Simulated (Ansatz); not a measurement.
# La2O3 (P-3m1):V_O (site 1), thermodynamic levels from a 60-atom cell, part 2 of 2

Wanted: the transition levels of a vacancy in La2O3 (P-3m1), from a cell of 60 host atoms with 1 O taken out.

Ansatz; place-levels on PBEsol runs: charge-transition levels and formation energies with image-charge correction and potential alignment at the atomic sites; PAW set soft_1.

So far: The starting structure; The runs of each charge state; place-levels, PBEsol.

**3. place-levels, PBEsol (continued)**

Levels between the charges placed, in eV above the valence top:

|  | gap (eV) | (+2/+1) | (+1/0) | (0/−1) |
| --- | --- | --- | --- | --- |
| PBEsol | 3.77 | 2.18 | 3.16 | 3.82 |

Corrections by state:

| charge | moment (μB) | image terms and alignment (eV) | band filling (eV) | ε used | over the lowest of its charge, as the program ranks them, band filling apart (eV) |
| --- | --- | --- | --- | --- | --- |
| +2 | 0.0 | 0.105 | - | principal values (26.30, 26.30, 27.07) | 0.000 |
| +1 | 1.0 | -0.017 | - | principal values (26.30, 26.30, 27.07) | 0.000 |
| 0 | 0.0 | 0.000 | - | - | 0.000 |
| −1 | 1.0 | 0.150 | - | principal values (26.30, 26.30, 27.07) | 0.000 |
| 0 | 2.0 | 0.000 | - | - | 0.513 |

The charged structures listed were also run neutral, and place-levels reads from each pair, by the potential or the spins, how wide the charge is by which they differ; that can be the carrier of either run.

| charge | rms radius (Å) | spread where it is widest against the cell (Å) | wide from (Å) | reading |
| --- | --- | --- | --- | --- |
| +2 | 3.1 | 1.25 | 1.17 | wide |
| +1 | 2.5 | 1.11 | 1.17 | narrow |
| −1 | 2.9 | 1.43 | 1.17 | wide |

The neutral runs of these pairs need not share the spin of the lowest neutral state, and very wide values only mean spread over the cell.

From the program's caveats on the states, each cut to its opening words:

- charge +2: it parts from the run at its places by a charge that spreads by about 1.3 Å along one vector (1.2 Å or more is wide), by its potential at epsilon [4.91, 4.91, [...]
- charge +2: its alignment with the host at atomic sites is doubtful: the mean over the far sites moves by -0.0555 eV from their farther parts to their nearer, more than [...]
- charge +2: its displacements don't fall off away from the defect: farther atoms stand 0.068 Å off the host's places
- charge +1 (1 μB): its displacements don't fall off away from the defect: farther atoms stand 0.033 Å off the host's places
- charge 0: its displacements don't fall off away from the defect: farther atoms stand 0.023 Å off the host's places
- charge −1 (1 μB): it parts from the run at its places by a charge that spreads by about 1.4 Å along one vector (1.2 Å or more is wide), by its potential at epsilon [4.91, 4.91, [...]
- charge −1 (1 μB): its alignment with the host at atomic sites is doubtful: the mean over the far sites moves by -0.0586 eV from their farther parts to their nearer, more than [...]
- charge −1 (1 μB): its displacements don't fall off away from the defect: farther atoms stand 0.027 Å off the host's places
- charge 0 (2 μB): its alignment with the host at atomic sites is doubtful: the mean over the far sites moves by -0.0661 eV from their farther parts to their nearer, more than [...]
- charge 0 (2 μB): its displacements don't fall off away from the defect: farther atoms stand 0.035 Å off the host's places
- charge 0 (2 μB): its moments are held at its close (magnetization.spin_locking), by a field of 0.047 eV a Bohr magneton, and its energy and levels are of the state that this [...]

The host's formation energy from the elements is -3.462 eV per atom; it sets how far the chemical potentials can move.

Limit set by the element alone; other compounds of these elements are not counted. Chemical potentials from the elements' reference states: La 0.00 eV, O -5.77 eV. Formation energies (La-rich), with the Fermi level at the valence top and at the conduction bottom (gap 3.77 eV):

| charge | at valence top (eV) | at conduction bottom (eV) | correction included (eV) |
| --- | --- | --- | --- |
| +2 | -4.77 | 2.78 | 0.10 |
| +1 | -2.59 | 1.18 | -0.02 |
| 0 | 0.57 | 0.57 | 0.00 |
| −1 | 4.39 | 0.62 | 0.15 |

(Fermi level (eV), lowest formation energy (eV)): (0.00, -4.77), (0.34, -4.08), (0.69, -3.40), (1.03, -2.71), (1.37, -2.03), (1.71, -1.34), (2.06, -0.65), (2.40, -0.19), (2.74, 0.15), (3.09, 0.50), (3.43, 0.57), (3.77, 0.57)

Limit set by the element alone; other compounds of these elements are not counted. Chemical potentials from the elements' reference states: O 0.00 eV, La -8.65 eV. Formation energies (O-rich), with the Fermi level at the valence top and at the conduction bottom (gap 3.77 eV):

| charge | at valence top (eV) | at conduction bottom (eV) | correction included (eV) |
| --- | --- | --- | --- |
| +2 | 1.00 | 8.55 | 0.10 |
| +1 | 3.18 | 6.95 | -0.02 |
| 0 | 6.34 | 6.34 | 0.00 |
| −1 | 10.16 | 6.39 | 0.15 |

Fermi level (eV), lowest formation energy (eV) and a bar from the least value:
```
     0.00       1.00 
     0.34       1.69 ####
     0.69       2.37 ########
     1.03       3.06 ############
     1.37       3.74 ###############
     1.71       4.43 ###################
     2.06       5.12 #######################
     2.40       5.58 ##########################
     2.74       5.92 ############################
     3.09       6.26 ##############################
     3.43       6.34 ##############################
     3.77       6.34 ##############################
```

**4. The same at the relaxations' own k-points**

The relaxations' own energies give the levels at their sampling, for comparison.

Contents of levels.relax_mesh.yaml:

```yaml
host:
  run: host.relax.run
  levels_from: { run: edges.relax.run }
states: [qm1_M1.relax.run, q0.relax.run, qp1_M1.relax.run, qp2.relax.run, q0_M2.relax.run]
chemical_potentials:
  O:
    energy: -558.291301
    dataset: <sha256 of the dataset>
```

The run is started by

```bash
ansatz place-levels levels.relax_mesh.yaml -- --threads 4 --pin off --max-ram 15073MiB
```

The program printed:

```text
(+2/+1) 2.181 eV above the valence edge, 1.591 eV under the conduction edge
(+1/0) 3.173 eV above the valence edge, 0.600 eV under the conduction edge
(0/-1) 3.792 eV above the valence edge, in the conduction band
formation energy of charge +2: +1.005 eV with the Fermi level at the valence edge
formation energy of charge +1: +3.186 eV with the Fermi level at the valence edge
formation energy of charge 0: +6.359 eV with the Fermi level at the valence edge
formation energy of charge -1: +10.151 eV with the Fermi level at the valence edge
  edges by pbesol of host.levels_from (edges.relax.run), its mesh sampled to repeats of 30.21 Å (the valence edge +0.104 eV and the conduction edge -0.084 eV from those of the host's own run), gap 3.773 eV; the host is sampled to repeats of 14.39 Å
[... the lines on each state left out ...]
```

Wall time 0.14 s (4 threads of Arm Neoverse V2, shared host).

Levels between neighbouring charges, in eV above the valence top:

|  | gap (eV) | (+2/+1) | (+1/0) | (0/−1) |
| --- | --- | --- | --- | --- |
| one point at (¼, ¼, ¼) | 3.77 | 2.18 | 3.17 | 3.79 |
| a 2×2×2 shifted mesh | 3.77 | 2.18 | 3.16 | 3.82 |

Going from one point at (¼, ¼, ¼) to a 2×2×2 shifted mesh moves the levels that carry no band-filling term by up to 0.03 eV and formation energies against the elements by up to 0.02 eV.

**5. Results**

```yaml
gap_of_the_host: 3.77 eV (PBEsol)
level_plus_2_plus_1: 2.18 eV above the valence top
level_plus_1_over_0: 3.16 eV above the valence top
level_0_minus_1: 3.82 eV above the valence top, past the conduction bottom
lowest_of_the_charges_placed_just_above_the_valence_top_0p02_ev: +2
lowest_of_the_charges_placed_just_below_the_conduction_bottom_0p02_ev: 0
lowest_formation_energy_at_mid_gap_of_the_charges_run_la_rich: -0.99 eV
lowest_formation_energy_at_mid_gap_of_the_charges_run_o_rich: 4.77 eV
```

Of the charges placed (−1, 0, +1 and +2), the lowest changes at 2.18 eV (+2/+1) and 3.16 eV (+1/0) above the valence top, in a gap of 3.77 eV. (0/−1) lies 0.05 eV from a band edge, less than the doubt on such levels. Charges above +2 were not placed, so these runs say nothing of levels that involve them. States placed: +2 at 0 μB; +1 at 1 μB; 0 at 0 μB and 2 μB; −1 at 1 μB. Other spin states or structures, where not listed, weren't placed. Going from one point at (¼, ¼, ¼) to a 2×2×2 shifted mesh moves the levels that carry no band-filling term by up to 0.03 eV and formation energies against the elements by up to 0.02 eV. The program doubts the alignment of potentials for at least one state, a sign that the cell is small. What this leaves open: the images are only 7.8 Å apart; PBEsol makes the gap too small and tends to spread out bound carriers; where a gas molecule sets a chemical potential or the host's formation energy, its binding is uncorrected; spin–orbit coupling, which can matter with heavy atoms, is left out.

[Logs are printed without paths, hosts, clocks, repeated set-up lines and the standing remarks that a program may print on its own settings, such as how far it seeks lower states.]

[Hosts, paths, dates, database ids (printed as entryN), source tags and the programs' standing remarks are cut or masked in the printed files.]

[Where a table of states has a column of steps, it counts the stored structures, which are thinned; the runs took as many ionic steps or more.]

[A defect's name tells the site on which it was built; relaxed atoms can leave that site.]

[For some hosts the program warned that the k-mesh of the response run may be too coarse for force constants and the static dielectric constant; such warnings are not shown here.]
